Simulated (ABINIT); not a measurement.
An input for ABINIT 10.8.3 (CdSe (Cadmoselite)):

```
acell 3*1.0 Angstrom
rprim 
  4.300000000016 -0.000000000004 0.000000000000
  -2.150000000005 3.723909236288 0.000000000000
  0.000000000000 0.000000000000 7.020000000000
ntypat 2
znucl 48 34
natom 4
typat 1 1 2 2
xred 
  0.333333333333 0.666666666667 0.000000000000
  0.666666666667 0.333333333333 0.500000000000
  0.333333333333 0.666666666667 0.385000000000
  0.666666666667 0.333333333333 0.885000000000
pp_dirpath "pseudos"
pseudos "Cd.upf, Se.upf"
ecut 47
ngkpt 3 3 2
nshiftk 1
shiftk 0 0 0
kptopt 1
chksymbreak 0
istwfk *1
occopt 1
irdwfk 1
optdriver 3
nband 120
ecuteps 4.5
inclvkb 2
awtr 1
symchi 1
gwcalctyp 1
nfreqre 0
nfreqim 16
indata_prefix "in"
outdata_prefix "out"
tmpdata_prefix "tmp"
```

The database entry behind the starting cell differs from later determinations by our own check (inner coordinate of an old entry), so it need not match the best structure at ambient conditions.

```sh
OMP_NUM_THREADS=1 mpirun -n 4 abinit run.abi > log
```

Q: How long will it take on 4 MPI ranks of Arm Neoverse V1, shared host, and how much memory?

It took 2.6 min; on shared hardware allow 77 s to 5.1 min. Peak host memory was 1.9 GiB.

[Paths, hosts, dates, memory and timing lines, banners, echoed tables and standing remarks are left out of the program output.]

[Logs are printed without paths, hosts, clocks, repeated set-up lines and the standing remarks that a program may print on its own settings, such as how far it seeks lower states.]

[Runs of the session that timed out or met a known fault of the program may be left out.]

[Hosts, paths, dates, database ids (printed as entryN), source tags and the programs' standing remarks are cut or masked in the printed files.]

[G0W0 gaps are taken among the corrected bands and points alone; a level outside them can change the order at an edge.]

[Where Ansatz stands beside ABINIT at settings called matched, ABINIT's density can come from a denser mesh and the files from another edition; pairs whose starting gaps differed by over 0.03 eV were left out, so agreement reads better than it is.]
